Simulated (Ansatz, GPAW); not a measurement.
**Co3HgP (model structure): optical spectrum from first principles**

Aim: the dielectric function of Co3HgP (model structure), and the optical constants that follow from it. The cell was made here by substitution or stacking, whether or not such a phase is known. It was built so: All Cd replaced by Hg and N replaced by P in the Pm-3m structure of CdCo3N. The cell is first relaxed with Ansatz.

Program: GPAW 26.7.0. Level of theory: DFT, revPBE, plane-wave PAW (GPAW data sets), scalar-relativistic, RPA, optical limit. Results are calculated unless marked as measured.

This is a report of a sequence of runs, with most program output left out.

### Step 1. The starting structure

It takes space group Pm-3m (No. 221, cubic). The conventional cell has a = 3.982 Å, b = 3.982 Å, c = 3.982 Å, α = 90.00°, β = 90.00°, γ = 90.00°. Nearest to Hg lie 12 Co at 2.82 Å. Nearest to Co lie 2 P at 1.99 Å and 8 Co at 2.82 Å and 4 Hg at 2.82 Å. Nearest to P lie 6 Co at 1.99 Å. All Cd replaced by Hg and N replaced by P in the Pm-3m structure of CdCo3N. Farther neighbours are not listed.

Structure file:

```cif
data_structure
_symmetry_space_group_name_H-M 'P 1'
_symmetry_Int_Tables_number 1
_cell_length_a 3.9818
_cell_length_b 3.9818
_cell_length_c 3.9818
_cell_angle_alpha 90.000
_cell_angle_beta 90.000
_cell_angle_gamma 90.000
_cell_volume 63.13
loop_
_atom_site_label
_atom_site_type_symbol
_atom_site_fract_x
_atom_site_fract_y
_atom_site_fract_z
_atom_site_occupancy
Hg1 Hg 0.00000 0.00000 0.00000 1
Co2 Co 0.50000 0.50000 0.00000 1
Co3 Co 0.50000 0.00000 0.50000 1
Co4 Co 0.00000 0.50000 0.50000 1
P5 P 0.50000 0.50000 0.50000 1
```

### Step 2. Relaxation

Spectra hang on bond lengths, so the cell is first brought to its minimum.

This step: DFT, revPBE, plane-wave PAW, default files, scalar-relativistic, relaxation (Ansatz 0.2.0).

Input file input.yaml:

```yaml
crystal:
  lattice:
    - [3.98184105, 0.0, 0.0]
    - [0.0, 3.98184105, 0.0]
    - [0.0, 0.0, 3.98184105]
  atoms:
    - { symbol: Hg, position: [0.0, 0.0, 0.0] }
    - { symbol: Co, position: [0.5, 0.5, 0.0], spin: 2.0 }
    - { symbol: Co, position: [0.5, 0.0, 0.5], spin: 2.0 }
    - { symbol: Co, position: [0.0, 0.5, 0.5], spin: 2.0 }
    - { symbol: P, position: [0.5, 0.5, 0.5] }
magnetization:
  spin_polarized: true
kpoints:
  mp_grid: { grid: [6, 6, 6] }
scf:
  occupations: { method: fermi_dirac, width: 0.05 }
hamiltonian:
  xc: revpbe
output:
  forces: true
  stress: true
relax:
  f_tol: 0.02
  max_steps: 50
  cell: {}
```

On the command line:

```
> ansatz run input.yaml --threads 1 --pin off --max-ram 4096MiB --backend cpu --events-out ev --progress --plain --runs-dir out
```

Run time: 54 s. Hardware: 1 thread of Intel Xeon Platinum 8488C (Sapphire Rapids), shared host; peak memory 0.51 GiB.

Step by step:

```
step  energy less that of the first step (eV)  largest force component (eV/Å)  pressure (GPa)  volume (Å³)
   1                                   0.0000                          0.0000           29.23        63.13
   2                                  -0.8341                          0.0000            3.80        72.00
   3                                  -0.8552                          0.0000            0.85        73.54
   4                                  -0.8561                          0.0000            0.03        74.00
  5*                                  -0.8780                          0.0000            0.72        74.00
   6                                  -0.8788                          0.0000            0.08        74.41
   7                                  -0.8788                          0.0000            0.00        74.46
  8*                                  -0.8790                          0.0000            0.00        74.46
```

Relaxation steps marked * repeat the geometry before them on a plane-wave basis chosen anew for their cell, so energy and pressure can jump there.

Forces are held to the 48 operations that the run works with; a distortion that breaks them can't arise in this run.

```
conventional cell, symmetrised  before  after   change
                         a (Å)   3.982  4.207   +5.7 %
                         b (Å)   3.982  4.207   +5.7 %
                         c (Å)   3.982  4.207   +5.7 %
              volume (Å³/atom)   12.63  14.89  +17.9 %
```

The relaxed structure:

```
Hg Co P
1.0
     4.20700    0.00000    0.00000
     0.00000    4.20700    0.00000
     0.00000    0.00000    4.20700
Hg Co P
1 3 1
Direct
  0.00000 0.00000 0.00000
  0.50000 0.50000 0.00000
  0.50000 0.00000 0.50000
  0.00000 0.50000 0.50000
  0.50000 0.50000 0.50000
```

The relaxation ends with a pressure of 0.00 GPa.

### Step 3. Ground state

First the ground state: is it a metal or has it a gap?

This step: DFT, revPBE, plane-wave PAW (GPAW data sets), scalar-relativistic, ground state (GPAW 26.7.0).

Input file gs.py:

```python
from ase import Atoms
from ase.dft.bandgap import bandgap
from gpaw import GPAW, PW, FermiDirac

atoms = Atoms(['Hg', 'Co', 'Co', 'Co', 'P'],
              cell=[[4.207003076500, 0.000000000000, 0.000000000000],
                    [0.000000000000, 4.207003076500, 0.000000000000],
                    [0.000000000000, 0.000000000000, 4.207003076500]],
              scaled_positions=[[0.000000000000, 0.000000000000, 1.000000000000],
                                [0.500000000000, 0.500000000000, 1.000000000000],
                                [0.500000000000, 1.000000000000, 0.500000000000],
                                [0.000000000000, 0.500000000000, 0.500000000000],
                                [0.500000000000, 0.500000000000, 0.500000000000]],
              pbc=[True, True, True])
atoms.set_initial_magnetic_moments([0.0, 2.0, 2.0, 2.0, 0.0])
atoms.calc = GPAW(mode=PW(400), xc='revPBE', kpts={'size': (5, 5, 5), 'gamma': True},
                  occupations=FermiDirac(0.05), maxiter=150, txt='gs.txt')
print('energy (eV)', atoms.get_potential_energy())
print('Fermi level (eV)', atoms.calc.get_fermi_level())
print('valence electrons', atoms.calc.get_number_of_electrons())
print('gap (eV)', bandgap(atoms.calc, output=None)[0])
print('direct gap (eV)', bandgap(atoms.calc, direct=True, output=None)[0])
print('moments', atoms.get_magnetic_moments().round(3).tolist())
atoms.calc.write('gs.gpw')
```

On the command line:

```
> OMP_NUM_THREADS=1 python gs.py
```

Run time: 25 s. Hardware: 1 thread; peak memory 0.17 GiB.

Numbers from this step:

- energy: -27.07 eV
- Fermi energy: 8.484 eV
- electrons: 50
- site moments: -0.035, 0.934, 0.934, 0.934, -0.02 μB

There are states at the Fermi level within the smearing, so the occupations stay smeared and the carriers get a Drude term.

### Step 4. Bands for the response

The response needs many more empty bands than the density does.

This step: DFT, revPBE, plane-wave PAW (GPAW data sets), scalar-relativistic, bands at fixed density (GPAW 26.7.0).

Input file nscf.py:

```python
from ase.dft.bandgap import bandgap
from gpaw import GPAW, FermiDirac

calc = GPAW('gs.gpw').fixed_density(kpts={'size': (8, 8, 8), 'gamma': True}, nbands=57, convergence={'bands': 51},
                                    occupations=FermiDirac(0.05), txt='nscf.txt')
print('gap (eV)', bandgap(calc, output=None)[0])
print('direct gap (eV)', bandgap(calc, direct=True, output=None)[0])
print('top band over the Fermi level (eV)', min(calc.get_eigenvalues(kpt=k)[50] for k in range(len(calc.get_ibz_k_points()))) - calc.get_fermi_level())
calc.write('full.gpw', mode='all')
```

On the command line:

```
> OMP_NUM_THREADS=1 python nscf.py
```

Elapsed: 87 s, on 1 thread; peak memory 0.27 GiB.

### Step 5. Dielectric function, RPA

Local fields let the induced charge screen the field inside the cell, which as a rule lowers ε, most along directions where the density is uneven.

This step: DFT, revPBE, plane-wave PAW (GPAW data sets), scalar-relativistic, RPA, optical limit (GPAW 26.7.0).

Input file df.py:

```python
from gpaw.response.df import DielectricFunction

df = DielectricFunction('full.gpw', frequencies={'type': 'nonlinear', 'domega0': 0.03, 'omega2': 8},
                        ecut=50,
                        eta=0.05,
                        nbands=51,
                        rate=0.2,
                        txt='df.txt')
for direction in ['x']:
    df.get_dielectric_function(xc='RPA', direction=direction, filename=f'df_{direction}.csv')
```

On the command line:

```
> OMP_NUM_THREADS=1 python df.py
```

Wall time 18 s (1 thread); peak memory 0.37 GiB.

Sum at mesh points, not converged in k. The Im ε, E ∥ x by photon energy; read off at these points:

```
photon energy (eV)  Im ε, E ∥ x
               0.7         50.8
               1.0         23.3
               2.0         12.3
               3.0         12.6
               3.4         15.1
               4.0         10.3
               5.0         5.85
               6.0         5.17
               7.0         5.95
               8.0         3.70
               9.0         2.73
              10.0         1.69
              11.0         1.49
              12.0         1.50
              13.0         1.09
              14.0        0.877
              15.0         1.00
              16.0        0.999
              17.0        0.900
              18.0        0.760
              19.0        0.592
              20.0        0.503
```

Values under 1 per cm are given as 1; sum at mesh points, not converged in k. Absorption coefficient, E ∥ x against photon energy:

```
photon energy (eV)  absorption coefficient, E ∥ x (1/cm)
             1.010                                 3.6e5
             1.486                                 3.9e5
             1.985                                 4.3e5
             2.508                                 5.0e5
             3.018                                 6.4e5
             3.510                                 9.6e5
             3.980                                 1.1e6
             4.516                                 1.1e6
             4.981                                 8.7e5
             5.515                                 1.2e6
             6.021                                 1.1e6
             6.494                                 1.1e6
             6.985                                 1.4e6
             7.496                                 1.3e6
             8.026                                 1.4e6
             8.516                                 1.6e6
             9.023                                 1.4e6
             9.483                                 1.6e6
            10.026                                 1.3e6
            10.519                                 1.2e6
            11.029                                 1.1e6
            11.479                                 1.3e6
            12.023                                 1.4e6
            12.504                                 1.3e6
            13.000                                 1.2e6
            13.512                                 1.3e6
            14.040                                 1.1e6
            14.493                                 1.1e6
            14.960                                 1.1e6
            15.536                                 1.1e6
            16.031                                 1.2e6
            16.541                                 1.2e6
            16.959                                 1.2e6
            17.496                                 1.3e6
            18.049                                 1.2e6
            18.504                                 1.2e6
            18.969                                 1.0e6
            19.447                                 8.9e5
            20.061                                 8.5e5
            20.438                                 9.6e5
```

The loss function −Im 1/ε at q → 0, E ∥ x has structure finer than the step of the table below, so its rows give means over 0.5 eV, whole bins alone (the curve runs from 0.619 to 21.0 eV). Peaks (eV: height): 14.68: 1.24, 19.45: 1.95, 19.94: 1.90, 20.57: 1.82.

Sum at mesh points, not converged in k. Loss function −Im 1/ε at q → 0, E ∥ x against energy loss; means over each step:

energy loss (eV), loss function −Im 1/ε at q → 0, E ∥ x and a bar:
```
      1.0       0.04 
      1.5       0.06 
      2.0       0.07 #
      2.5       0.07 #
      3.0       0.06 
      3.5       0.07 #
      4.0       0.09 #
      4.5       0.12 #
      5.0       0.15 ##
      5.5       0.13 ##
      6.0       0.16 ##
      6.5       0.19 ###
      7.0       0.18 ##
      7.5       0.20 ###
      8.0       0.22 ###
      8.5       0.22 ###
      9.0       0.26 ####
      9.5       0.25 ####
     10.0       0.37 ######
     10.5       0.48 #######
     11.0       0.58 #########
     11.5       0.46 #######
     12.0       0.49 ########
     12.5       0.63 ##########
     13.0       0.74 ############
     13.5       0.76 ############
     14.0       1.00 ################
     14.5       1.14 ###################
     15.0       1.03 #################
     15.5       1.02 #################
     16.0       1.01 ################
     16.5       1.02 #################
     17.0       1.07 #################
     17.5       1.15 ###################
     18.0       1.33 ######################
     18.5       1.51 #########################
     19.0       1.70 ############################
     19.5       1.82 ##############################
     20.0       1.72 ############################
     20.5       1.73 ############################
```

Sum at mesh points, not converged in k. The Im ε, E ∥ x by photon energy; read off at these points:

```
photon energy (eV)  without local fields  with local fields
              0.75                  54.0               53.7
              1.00                  23.5               23.3
              1.50                  16.1               15.9
              2.00                  12.4               12.3
              2.50                  11.9               11.6
              3.00                  12.9               12.6
              3.22                  15.3               15.3
              3.50                  13.6               14.3
              4.00                  9.55               10.3
              4.50                  7.41               7.83
              5.00                  5.84               5.85
              5.50                  7.65               7.74
              6.00                  4.93               5.17
              6.50                  4.55               4.64
              7.00                  5.68               5.95
              7.50                  4.75               4.54
              8.00                  4.01               3.70
              8.50                  4.59               4.16
              9.00                  2.98               2.73
              9.50                  2.31               2.27
             10.00                  1.89               1.69
             10.50                  1.57               1.51
             11.00                  1.72               1.49
             11.50                  2.11               1.95
             12.00                  1.54               1.50
             12.50                  1.30               1.19
             13.00                  1.20               1.09
             13.50                  1.18               1.08
             14.00                 0.958              0.877
             14.50                 0.990              0.863
             15.00                  1.15               1.00
             15.50                  1.08              0.973
             16.00                  1.19              0.999
             16.50                  1.12              0.968
             17.00                  1.05              0.900
             17.50                 0.902              0.860
             18.00                 0.779              0.760
             18.50                 0.644              0.649
             19.00                 0.551              0.592
             19.50                 0.500              0.507
             20.00                 0.449              0.503
             20.50                 0.451              0.518
```

The reflectivity at normal incidence, E ∥ x has structure finer than the step of the table below, so its rows give means over 1 eV, whole bins alone (the curve runs from 0.619 to 21.0 eV). Peaks (eV: height): 0.8: 69.7, 3.9: 49.5, 5.8: 45.0, 6.2: 42.3, 7.1: 43.5, 8.7: 45.6, 9.5: 51.4.

Sum at mesh points, not converged in k. The reflectivity at normal incidence, E ∥ x by photon energy; means over each step:

```
photon energy (eV)  reflectivity at normal incidence, E ∥ x (%)
                 2                                         42.3
                 3                                         42.5
                 4                                         46.8
                 5                                         38.0
                 6                                         40.2
                 7                                         37.3
                 8                                         39.0
                 9                                         42.8
                10                                         42.1
                11                                         28.3
                12                                         33.8
                13                                         29.0
                14                                         26.3
                15                                         17.5
                16                                         17.1
                17                                         18.8
                18                                         20.5
                19                                         18.6
                20                                         13.6
```

From ε follow the optical constants at some laser and lamp lines:

```
wavelength (nm)     n      k  R (%)     1/α
           1550  4.23  5.330   69.7   23 nm
           1064  3.20  3.126   53.3   27 nm
            633  2.90  2.129   41.2   24 nm
            532  2.85  2.176   41.7   19 nm
            450  3.12  1.867   39.0   19 nm
            405  3.11  2.057   41.1   16 nm
            193  1.35  1.717   36.2  8.9 nm
```

A polished face would reflect 41 % of daylight and look light grey (CIE x = 0.317, y = 0.332 under D65).

### Step 6. What came out

What this shows: At this level (revPBE, RPA) Co3HgP is a metal. The mesh is too coarse to trust the carriers' weight, the reflectivity or the colour to better than tens of per cent. The cell grew by 17.9 % in volume. A polished face would reflect 41 % of daylight and look light grey (CIE x = 0.317, y = 0.332 under D65). The carriers' damping of 0.2 eV is typed, not computed; it shapes the response at the lowest energies. Spin-orbit coupling is left out although heavy atoms are present. The magnetic state comes from one start and need not be the lowest. The curves end at 21 eV, about where the summed bands run out. The cell grew by 18 % in the relaxation, which can come from the guessed start or, where layers or molecules are weakly bound, from the missing dispersion term; a larger cell lowers ε. In this version of GPAW the matrix elements of the optical limit are incomplete, which can lower ε − 1 by up to a tenth where first-row anions or d states rule, and shift it by more in d metals. GPAW's carrier term has the form −ωp²/(ω + i·rate)², which damps like twice the rate and fails at low energy, so the curves leave the lowest energies out. The sum runs over mesh points 0.19 Å⁻¹ apart with no interpolation, so peaks are partly noise of the mesh, and the Drude plasma energy, a sum over the Fermi surface, isn't converged.

[Machine, clock and banner lines and Python warnings are left out of the logs.]

[Logs are printed without paths, hosts, clocks, repeated set-up lines and the standing remarks that a program may print on its own settings, such as how far it seeks lower states.]

[Hosts, paths, dates, database ids (printed as entryN), source tags and the programs' standing remarks are cut or masked in the printed files.]
